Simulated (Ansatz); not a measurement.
# CsZnH3 (model cell, started as cubic perovskite with Zn in the octahedra): a soft mode frozen in, part 3 of 3

Which phase does CsZnH3 (model cell, started as cubic perovskite with Zn in the octahedra) fall into along its unstable mode, and how much energy does it gain?

Ansatz 0.2.0; DFT r2SCAN, scalar-relativistic, plane waves, PAW; PAW set soft_1.

So far. Step 5 (Energy along the mode, all amplitudes (two of the runs …): The lowest of the steps tried is at 0.45 Å, 63.8 meV/atom below the parent; the bottom of the well need not coincide with a step. Step 7 (The new phase in its own primitive cell): The largest force component left is 0.099 meV/Å and the pressure is 0.002 GPa, within the tolerances set. The cell now holds 15.75 Å³/atom. The relaxed cell has a = 6.152, c = 8.322 Å (conventional setting).

The structure was built from a prototype and need not be the compound's stable phase.

**8. Modes of the new phase, k-mesh 6×6×6, occupations fixed**

A relaxed structure may still be a saddle point, so its zone-centre modes are computed. The response to a homogeneous field gives the Born charges and the dielectric tensor.

File input.yaml:

```yaml
crystal:
  lattice:
    - [-3.0759492975, 3.0759492975, 4.1611771537]
    - [3.0759492975, -3.0759492975, 4.1611771537]
    - [3.0759492975, 3.0759492975, -4.1611771537]
  atoms:
    - { symbol: Cs, position: [0.75, 0.75, 0.0] }
    - { symbol: Cs, position: [0.25, 0.25, 0.0] }
    - { symbol: Zn, position: [0.0, 0.5, 0.5] }
    - { symbol: Zn, position: [0.5, 0.0, 0.5] }
    - { symbol: H, position: [0.75, 0.25, 0.5] }
    - { symbol: H, position: [0.25, 0.75, 0.5] }
    - { symbol: H, position: [0.8141705508, 0.3141705508, 0.1283411016] }
    - { symbol: H, position: [0.1858294492, 0.6858294492, 0.8716588984] }
    - { symbol: H, position: [0.3141705508, 0.1858294492, 0.5] }
    - { symbol: H, position: [0.6858294492, 0.8141705508, 0.5] }
kpoints:
  mp_grid: { grid: [6, 6, 6] }
hamiltonian:
  xc: r2scan
  pseudopotentials: { kind: paw, azcp: { folder: soft_1 } }
scf:
  occupations: { method: fixed }
output:
  eigenvalues: true
phonons:
  method: dfpt
  dielectric: true
  rigid_motions: translations
```

The run is started by

```bash
$ ansatz run input.yaml --threads 4 --pin off --max-ram 16384MiB --backend cpu --events-out ev --progress --plain --runs-dir out
```

Numbers of over 12 decimals in the logs are rounded to 6 here.

Output:

```text
[...]
Crystal: 10 atoms, lattice volume = 157.483 Å³
Basis set: ecut = 500 eV, 3991 PW (Γ), exchange–correlation on 288×288×288 points (216 copies of the dense FFT grid, shifted against one another)
Bands: 34, of which v1, the nominal top of the filled ones, is band 24 counted from 1 (23 counted from 0)
Symmetry: 16 space group operations
k-points: 112 of 216 (irreducible under 1 space group operation, time reversal used)
[...]
SCF iter   1: F=—  HF=-18123.258652 eV  |F-HF|=—  |Δ(HF+E_count)|=         —  Δρ=9.97e-2  dr2=1.31e1  dr2_τ=4.46e-2  ethr=3.10e-3  ⟨swp⟩=5.0  Hψ=16694  notcnv=0  defer=859
[...]
SCF iter  11: F=-18119.956419 eV  HF=-18119.956419 eV  |F-HF|=5.09e-11  |Δ(HF+E_count)|=  3.35e-10  Δρ=2.25e-7  dr2=5.37e-11  dr2_τ=5.48e-13  ethr=1.00e-12  ⟨swp⟩=16.0  Hψ=30844  notcnv=0
SCF 1 converged in 11 iterations: F = -18119.956419 eV  dr2 = 5.37e-11
[...]
NSCF: frozen V_eff on 4 k-points
DFPT response loops at Γ: preconditioner auto → Resta (q_TF=auto, 2.238 Å⁻¹)  ε∞=7.5 (no band partly filled); β = 1.00, the filter's whole step (`scf.mixing.beta` (0.50) is not read by the response loops at its default; to damp them type it under 1.00, their step now; it binds the ground state too); Broyden in place of MSR1
── the response to a field inside a basis, on 6×6×6 k-points: an SCF that follows is theirs, and a resumed run solves both again ──
Bands: 25, of which v1, the nominal top of the filled ones, is band 24 counted from 1 (23 counted from 0)
k-points: 28 of 216
[...]
Eigensolver: Dense (28 Hₖ)
SCF iter   1: F=—  HF=-18119.894769 eV  |F-HF|=—  |Δ(HF+E_count)|=         —  Δρ=2.38e-4  dr2=2.46e-5  dr2_τ=6.46e-6  ethr=1.00e-1
[...]
SCF iter   5: F=-18119.894822 eV  HF=-18119.894822 eV  |F-HF|=1.82e-9  |Δ(HF+E_count)|=   1.03e-7  Δρ=3.64e-6  dr2=9.85e-9  dr2_τ=7.47e-10  ethr=3.39e-10
SCF 1 converged in 5 iterations: F = -18119.894822 eV  dr2 = 9.85e-9
[...]
SCF converged after 11 iterations
Free energy (F): -18119.956419 eV
[...]
Internal energy: -18119.956419 eV  (E = F + TS)
E sigma→0 (E₀):  -18119.956419 eV
Fermi energy:    5.326897 eV
[...]
--- Band table (eV; the first three rows and the last of 112) ---
  k-point 0: bands = [... 20 lower, 1.3542, 1.6557, 1.8414, 4.7931, 6.3983, 8.6283, 8.6283, 9.7996, ... 6 higher]
  k-point 1: bands = [... 20 lower, 1.5530, 2.0635, 2.1144, 4.8213, 6.5309, 8.4840, 8.8124, 9.5178, ... 6 higher]
  k-point 2: bands = [... 20 lower, 1.8799, 1.9511, 2.5233, 5.0701, 7.3374, 8.2641, 9.0190, 9.3946, ... 6 higher]
  k-point 111: bands = [... 20 lower, 1.7288, 2.1887, 2.1887, 5.3269, 8.2155, 8.2155, 8.6102, 9.2950, ... 6 higher]
[...]
k mesh reduced under 1 symmetry operation, with k and −k counted as one. Each operation leaves every solved perturbation unchanged. A smaller set is not considered because the functional reads the kinetic-energy density
  ASR residual: 2.773e-4 → 0.000e0 eV/Å²; symmetrization residual: 1.289e-6 eV/Å²
  ASR residual per site (eV/Å²): 4.70e-5 4.70e-5 2.77e-4 2.77e-4 1.58e-5 1.58e-5 2.04e-5 2.04e-5 2.04e-5 2.04e-5
  Γ frequencies (cm⁻¹): -540.85 0.00 0.00 0.00 75.34 75.34 81.29 89.78 89.78 100.93 116.30 116.30 145.07 232.76 517.55 570.45 570.45 573.03 573.03 620.99 710.11 710.11 809.88 858.35 858.35 952.14 1409.71 1460.57 1484.03 1484.03
  ε∞ (high-frequency dielectric tensor):
        4.487114     0.000000     0.000000
        0.000000     4.487114     0.000000
        0.000000     0.000000     5.733217
  softest optical mode at Γ: -540.85 cm⁻¹; the repairs (sum rule, projections) moved no ω² at Γ by more than (4.21 cm⁻¹)²
  Born effective charges Z* (e; rows j = field, columns β = displacement):
    site 0:
         1.25369   -0.00000    0.00000
        -0.00000    1.25369    0.00000
        -0.00000   -0.00000    0.86409
    site 1:
         1.25369   -0.00000    0.00000
        -0.00000    1.25369    0.00000
        -0.00000   -0.00000    0.86409
    site 2:
         1.59598    0.00273    0.00000
         0.00273    1.59598   -0.00000
        -0.00000    0.00000    3.07247
    site 3:
         1.59598   -0.00273   -0.00000
        -0.00273    1.59598   -0.00000
         0.00000    0.00000    3.07247
    site 4:
        -0.86668   -0.00000    0.00000
        -0.00000   -0.86668    0.00000
        -0.00000   -0.00000   -1.91502
    site 5:
        -0.86668   -0.00000    0.00000
        -0.00000   -0.86668    0.00000
        -0.00000   -0.00000   -1.91502
    site 6:
        -0.99150   -0.19804    0.00000
        -0.19804   -0.99150    0.00000
        -0.00000   -0.00000   -1.01078
    site 7:
        -0.99150   -0.19804    0.00000
        -0.19804   -0.99150    0.00000
        -0.00000   -0.00000   -1.01078
    site 8:
        -0.99150    0.19804    0.00000
         0.19804   -0.99150    0.00000
        -0.00000   -0.00000   -1.01078
    site 9:
        -0.99150    0.19804    0.00000
         0.19804   -0.99150    0.00000
        -0.00000   -0.00000   -1.01078
  Z* charge neutrality: 7.205e-3 e pre-enforcement
  solved inside a basis spanned on kpoints, on 6×6×6 k-points, its susceptibility summed on 8×8×10: ε∞ is read to err by 2.3e-2, Z* by 1.7e-2 e (field_mesh: kpoints solves on kpoints); Z* is corrected for what the basis lacks
  optical modes at Γ without the LO–TO term, one row a degenerate level:
      ω (cm⁻¹)  modes    IR ((D/Å)²/amu)
       -540.85      1           259.3900
         75.34      2             0.0000
         81.29      1             0.0000
         89.78      2             1.4549
        100.93      1             0.0000
        116.30      2             2.2916
        145.07      1             8.9143
[...]
optical modes at Γ + LO–TO along q̂ = [1.0000, 0.0000, 0.0000]:
      ω (cm⁻¹)  modes    IR ((D/Å)²/amu)
[...]
optical modes at Γ + LO–TO along q̂ = [0.0000, 1.0000, 0.0000]:
      ω (cm⁻¹)  modes    IR ((D/Å)²/amu)
[...]
optical modes at Γ + LO–TO along q̂ = [0.0000, 0.0000, 1.0000]:
      ω (cm⁻¹)  modes    IR ((D/Å)²/amu)
[...]
517.55      1             0.0000
        570.45      2             4.8118
        573.03      2             0.0000
        600.55      1           261.4816
        620.99      1             0.0000
        710.11      2           156.9900
        809.88      1             0.0000
        858.35      2             0.0000
        952.20      1             0.1051
       1409.71      1             0.0000
       1460.57      1             0.0000
       1484.03      2            95.0868
```

It took 16 min on 4 threads of Arm Neoverse V1, shared host; peak memory 8 GiB; 63 min of CPU time.

This step gave:

| Quantity | Value |
| --- | --- |
| sum-rule residual before enforcement | 2.77e-4 eV/Å² |
| miss of the charge sum rule | 0.007205 e |
| estimated error of the dielectric tensor | 0.02345 |
| estimated error of the Born charges | 0.01733 e |
| point group | 4/mmm |
| highest optical mode at the zone centre (no LO-TO term) | 1484 cm⁻¹ |
| lowest optical zone-centre mode | -540.9 cm⁻¹ |
| mean high-frequency dielectric constant | 4.902 |
| largest Born charge (third of the trace) | 2.088 e |
| top of the zone-centre spectrum with the field | 1539 cm⁻¹ |

Patterns of degenerate modes are one choice out of their space. Modes at Γ, with each element's share of the kinetic energy (negative means imaginary):

```csv
mode,frequency (cm⁻¹),symmetry,Cs %,Zn %,H %
1,-540.9,A2u,1,9,90
2,0.0,acoustic,66,32,1
3,0.0,acoustic,66,32,2
4,0.0,acoustic,66,32,2
5,75.3,Eg,100,0,0
6,75.3,Eg,100,0,0
7,81.3,A2g,100,0,0
8,89.8,Eu,3,95,2
9,89.8,Eu,3,95,2
10,100.9,B1u,0,100,0
11,116.3,Eu,31,67,2
12,116.3,Eu,31,67,2
13,145.1,A2u,33,58,8
14,232.8,B2g,0,0,100
15,517.5,B1g,0,0,100
16,570.5,Eu,0,1,99
17,570.5,Eu,0,1,99
18,573.0,Eg,0,0,100
19,573.0,Eg,0,0,100
20,621.0,A2g,0,0,100
21,710.1,Eu,0,2,98
22,710.1,Eu,0,2,98
23,809.9,B1u,0,0,100
24,858.4,Eg,0,0,100
25,858.4,Eg,0,0,100
26,952.1,A2u,0,0,100
27,1409.7,A1g,0,0,100
28,1460.6,B2g,0,0,100
29,1484.0,Eu,0,2,98
30,1484.0,Eu,0,2,98
```

Displacements in mode 1 (-540.9 cm⁻¹), the largest set to 1:
```
Cs1  0.00  0.00  0.01
Cs2  0.00  0.00  0.01
Zn3  0.00  0.00 -0.05
Zn4  0.00  0.00 -0.05
H5   0.00  0.00  1.00
H6   0.00  0.00  1.00
H7   0.00  0.00  0.51
H8   0.00  0.00  0.51
H9   0.00  0.00  0.51
H10  0.00  0.00  0.51
```

Displacements in mode 18 (573.0 cm⁻¹), the largest set to 1:
```
Cs1  0.00  0.00  0.00
Cs2  0.00  0.00  0.00
Zn3  0.00  0.00  0.00
Zn4  0.00  0.00  0.00
H5   0.08 -1.00  0.00
H6  -0.08  1.00  0.00
H7   0.00  0.00  0.59
H8   0.00  0.00 -0.59
H9   0.00  0.00 -0.69
H10  0.00  0.00  0.69
```

Optical modes at the zone centre, without and with the macroscopic field of the longitudinal modes; each column is sorted by frequency, so a row need not hold one and the same mode. Modes with and without the field, by row:

```csv
rank among optical modes,no field (cm⁻¹),"q along (1, 0, 0) (cm⁻¹)","q along (0, 0, 1) (cm⁻¹)"
1,-540.9,-540.9,40.1
2,75.3,75.3,75.3
3,75.3,75.3,75.3
4,81.3,81.3,81.3
5,89.8,89.8,89.8
6,89.8,94.9,89.8
7,100.9,100.9,100.9
8,116.3,116.3,116.3
9,116.3,127.2,116.3
10,145.1,145.1,232.8
11,232.8,232.8,517.5
12,517.5,517.5,570.5
13,570.5,570.5,570.5
14,570.5,573,573
15,573,573,573
16,573,573.1,600.5
17,621,621,621
18,710.1,710.1,710.1
19,710.1,809.9,710.1
20,809.9,851.7,809.9
21,858.4,858.4,858.4
22,858.4,858.4,858.4
23,952.1,952.1,952.2
24,1410,1410,1410
25,1461,1461,1461
26,1484,1484,1484
27,1484,1539,1484
```

Born charge (rows field, columns displacement) (e), principal values of the symmetric part by kind of site:

```csv
atom,atoms with these values,low,middle,high,mean
Cs1,2,0.86,1.25,1.25,1.12
Zn3,2,1.59,1.60,3.07,2.09
H5,2,-1.92,-0.87,-0.87,-1.22
H7,4,-1.19,-1.01,-0.79,-1.00
```

In full for Cs1:

```
1.25 0.00 0.00
0.00 1.25 0.00
0.00 0.00 0.86
```

High-frequency dielectric tensor:

```
4.49 0.00 0.00
0.00 4.49 0.00
0.00 0.00 5.73
```

Transverse modes; imaginary modes are left out. Infrared lines, with heights relative to the strongest:

```csv
position (cm⁻¹),label,relative intensity
75,Eg,0.0
81,A2g,0.0
90,Eu,0.9
101,B1u,0.0
116,Eu,1.5
145,A2u,5.7
233,B2g,0.0
518,B1g,0.0
570,Eu,3.1
573,Eg,0.0
621,A2g,0.0
710,Eu,100
810,B1u,0.0
858,Eg,0.0
952,A2u,0.0
1410,A1g,0.0
1461,B2g,0.0
1484,Eu,61
```

Before it was imposed, the acoustic sum rule was missed by 2.8e-4 eV/Å² and the charge sum rule by 0.0072 e. Small misses are needed for a sound result but don't prove that mesh and cutoff are converged. The lowest optical mode is imaginary, 540.9i cm⁻¹, so the energy falls along it.

**9. What came out**

* unstable mode of the parent: q = (-0.5, -0.5, -0.5), 1093i cm⁻¹
* depth at the lowest point sampled: 63.8 meV/atom
* largest atomic shift at that point: 0.45 Å
* space group reached (within 0.01 Å): I4/mcm
* energy gained over the parent (first relaxation, on the mesh of the frozen mode): 88.3 meV/atom
* volume per atom, phase reached: 15.7 Å³
* gap on the k-mesh, phase reached: 1.07 eV
* lowest optical zone-centre mode, phase reached: -541 cm⁻¹
* highest optical mode at the zone centre (no LO-TO term), phase reached: 1484 cm⁻¹

**Reading.** Along this mode the structure falls into I4/mcm, 88.3 meV/atom below the parent. At the parent's cell the well is 63.78 meV/atom deep on the steps tried, with its lowest point at a shift of 0.45 Å. Relaxing atoms and cell changes the gain by +24.56 meV/atom against the lowest step (energies at zero smearing). The new phase still has an imaginary mode at the zone centre of its cell, so it is a saddle point on the way to a lower structure. Of the 4 patterns followed to their end from this parent, this one ends 0.635 meV/atom above the lowest, P4/mbm. Another end point lies within 1 meV/atom; how such a difference moves with mesh and cutoff was not tested. Each path keeps the symmetry of its pattern, so a lower phase may lie along a pattern not tried. The q mesh stands for a supercell only 8.2 Å across, so branches between the solved wavevectors are rough. With no gap, or one that is small against the smearing, the frequencies hang on the k mesh and the smearing, most of all near Kohn anomalies. Spin-orbit coupling is left out, which can matter for the heavy elements here. A phonon run warned that its eigensolver left some bands unconverged in a pass. The starting cell was built on a prototype and not taken from a measurement, so the phase need not exist.

[Logs are printed without paths, hosts, clocks, repeated set-up lines and the standing remarks that a program may print on its own settings, such as how far it seeks lower states.]

[Hosts, paths, dates, database ids (printed as entryN), source tags and the programs' standing remarks are cut or masked in the printed files.]
